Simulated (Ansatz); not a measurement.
# Moving the knobs of a GW run on K2LiScI6 (double perovskite (elpasolite)) (Fm-3m)

A base run on K2LiScI6 (double perovskite (elpasolite)) (Fm-3m), then changed inputs.

Calculated with Ansatz 0.2.0; G0W0 on PBE, plane waves, PAW.

Most raw output is cut from this account.

The structure was built from a prototype and need not be the compound's stable phase.

## 1. Starting point

It takes space group Fm-3m (No. 225, cubic). Conventional cell: a = 11.711 Å, b = 11.711 Å, c = 11.711 Å, α = 90.00°, β = 90.00°, γ = 90.00°. Nearest to K lie 12 I at 4.14 Å. Li has 6 I at 2.97 Å nearest. Nearest to Sc lie 6 I at 2.89 Å. I has 1 Sc at 2.89 Å and 1 Li at 2.97 Å and 4 K at 4.14 Å nearest. It derives from I6K2Li1Sc1. Farther neighbours and most contacts between anions are not listed.

The structure was relaxed with PBE. The structure type comes from a generator and need not be one that this composition takes. The runs that relaxed it are not among those shown. Spin-orbit coupling is left out unless a step names it. The default PAW set here is soft_2. Its files were made with PBE.

## 2. The base run: 2×2×2 mesh, 1198 empty bands, screening to 120 eV

Now the one-shot GW correction: screening in the RPA, then the self-energy of the levels asked for.

Contents of input.yaml:

```yaml
crystal:
  lattice:
    - [0.0, 5.8553772128, 5.8553772128]
    - [5.8553772128, 0.0, 5.8553772128]
    - [5.8553772128, 5.8553772128, 0.0]
  atoms:
    - { symbol: K, position: [0.25, 0.25, 0.25] }
    - { symbol: K, position: [0.75, 0.75, 0.75] }
    - { symbol: Li, position: [0.0, 0.0, 0.0] }
    - { symbol: Sc, position: [0.5, 0.5, 0.5] }
    - { symbol: I, position: [0.2533847642, 0.7466152358, 0.7466152358] }
    - { symbol: I, position: [0.2533847642, 0.7466152358, 0.2533847642] }
    - { symbol: I, position: [0.7466152358, 0.2533847642, 0.7466152358] }
    - { symbol: I, position: [0.7466152358, 0.2533847642, 0.2533847642] }
    - { symbol: I, position: [0.7466152358, 0.7466152358, 0.2533847642] }
    - { symbol: I, position: [0.2533847642, 0.2533847642, 0.7466152358] }
kpoints:
  mp_grid: { grid: [2, 2, 2] }
hamiltonian:
  xc: pbe
scf:
  occupations: { method: fixed }
gw:
  n_empty_bands: 1198
  ecut_chi: 120.0
  qp_bands: [v3, c3]
  qp_kpoints: band_edges
  screening: { model: contour_deformation }
```

Launch:

```console
$ ansatz run input.yaml --threads 8 --pin off --max-ram 17510MiB --backend cpu --events-out ev --progress --plain --runs-dir out
```

It took 3.7 min on 8 threads of Arm Neoverse V2, shared host; peak memory 8.3 GiB; 26 min of CPU time.

This step gave:

```
bands summed                                 : 1265
RPA ε∞ on this mesh (eigenvalues)            : 4.286, 4.286, 4.286
plane waves in the screening matrix          : 1243
q-points in the mesh                         : 8
G0W0 gap on the mesh                         : 4.201 eV
k of the valence top                         : 0, 0, 0
k of the conduction bottom                   : 0, 0, 0
starting gap on the mesh                     : 2.042 eV
Z at the valence top                         : 0.7571
Z at the conduction bottom                   : 0.6915
least direct G0W0 gap on the computed points : 4.201 eV
```

The gap on the mesh goes from 2.04 eV to 4.20 eV, a correction of +2.16 eV. Between the two edge states, bare exchange in place of the xc potential would open the gap by 10.29 eV, and correlation takes back 8.13 eV.

## 3. Variant: accuracy level

Edit input.yaml of step 2 so:

```diff
@@ -23,4 +23,4 @@
 gw:
-  n_empty_bands: 1198
-  ecut_chi: 120.0
+  n_empty_bands: 911
+  ecut_chi: 100
   qp_bands: [v3, c3]
@@ -28 +28,2 @@
   screening: { model: contour_deformation }
+accuracy: high
```

Wall time 2 min (8 threads); peak memory 6 GiB.

The G0W0 gap on the mesh is 4.191 eV.

Against the base:

| setting | base | variant |
| --- | --- | --- |
| empty bands | 1198 | 911 |
| screening cutoff (eV) | 120.0 | 100 |
| accuracy | - | high |

| quantity | variant | base |
| --- | --- | --- |
| starting gap on the mesh | 2.042 | 2.042 |
| G0W0 gap on the mesh | 4.191 | 4.201 |
| least direct G0W0 gap on the computed points | 4.191 | 4.201 |
| Z at the valence top | 0.757 | 0.757 |
| Z at the conduction bottom | 0.692 | 0.692 |

## 4. Variant: wider window of levels

Edit input.yaml of step 3 so:

```diff
@@ -25,5 +25,4 @@
   ecut_chi: 100
-  qp_bands: [v3, c3]
-  qp_kpoints: band_edges
+  qp_bands: [v8, c4]
+  qp_kpoints: [[0, 0, 0]]
   screening: { model: contour_deformation }
-accuracy: high
```

Run time: 1.8 min. Hardware: 8 threads; peak memory 6 GiB.

Absolute levels on the run's own zero. QP, by row:

| k index | band | KS (eV) | Sigma_x (eV) | Sigma_c (eV) | Vxc (eV) | Z | QP linearised (eV) | QP (eV) | source | doubts |
| --- | --- | --- | --- | --- | --- | --- | --- | --- | --- | --- |
| 0 | 60 | 2.968 | -17.05 | 2.127 | -13.84 | 0.7427 | 1.836 | 1.887 | root |  |
| 0 | 61 | 2.968 | -17.05 | 2.127 | -13.84 | 0.7427 | 1.836 | 1.887 | root |  |
| 0 | 62 | 3.387 | -17.38 | 1.811 | -14.54 | 0.7587 | 2.325 | 2.359 | root |  |
| 0 | 63 | 3.387 | -17.38 | 1.811 | -14.54 | 0.7587 | 2.325 | 2.359 | root |  |
| 0 | 64 | 3.387 | -17.38 | 1.811 | -14.54 | 0.7587 | 2.325 | 2.359 | root |  |
| 0 | 65 | 3.782 | -17.72 | 1.866 | -14.83 | 0.7575 | 2.716 | 2.749 | root |  |
| 0 | 66 | 3.782 | -17.72 | 1.866 | -14.83 | 0.7575 | 2.716 | 2.749 | root |  |
| 0 | 67 | 3.782 | -17.72 | 1.866 | -14.83 | 0.7575 | 2.716 | 2.749 | root |  |
| 0 | 68 | 5.824 | -9.35 | -6.273 | -16.74 | 0.6924 | 6.987 | 6.938 | root |  |
| 0 | 69 | 5.824 | -9.35 | -6.273 | -16.74 | 0.6924 | 6.987 | 6.938 | root |  |
| 0 | 70 | 5.824 | -9.35 | -6.273 | -16.74 | 0.6924 | 6.987 | 6.938 | root |  |
| 0 | 71 | 7.077 | -3.538 | -3.252 | -7.024 | 0.814 | 7.312 | 7.311 | root |  |

Against the base:

| setting | base | variant |
| --- | --- | --- |
| empty bands | 1198 | 911 |
| screening cutoff (eV) | 120.0 | 100 |
| levels asked | v3 to c3 | v8 to c4 |
| points asked | band edges | [[0, 0, 0]] |

## 5. Results

| Property | Result |
| --- | --- |
| base | 4.20 eV, 3.7 min |
| accuracy level | 4.19 eV, 2 min |
| wider window of levels | direct gap at the listed points 4.19 eV, 1.8 min |

Accuracy level: the gap moves by −0.01 eV. The variant differs from the base in empty bands, screening cutoff and accuracy together, so the change can't be laid to one of them. Wider window of levels: only the listed points were computed; the least direct gap there is 4.19 eV, with empty bands, screening cutoff, levels asked and points asked changed against the base. All runs here use a coarse mesh and modest cutoffs; they test settings and are not final values. The 2×2×2 mesh is coarse for this cell (its supercell is 17 Å along the shortest edge). The RPA ε∞ on it, from the PBE start, is 4.29; such meshes misread the long-range screening, most where the gap is narrow. The many-body steps are scalar-relativistic: spin-orbit coupling is not in them.

[Paths, hosts, dates, memory and timing lines, banners, echoed tables and standing remarks are left out of the program output.]

[Logs are printed without paths, hosts, clocks, repeated set-up lines and the standing remarks that a program may print on its own settings, such as how far it seeks lower states.]

[Runs of the session that timed out or met a known fault of the program may be left out.]

[Cells called generated may have been cut or substituted from an entry of the Crystallography Open Database or the Materials Project.]

[Hosts, paths, dates, database ids (printed as entryN), source tags and the programs' standing remarks are cut or masked in the printed files.]
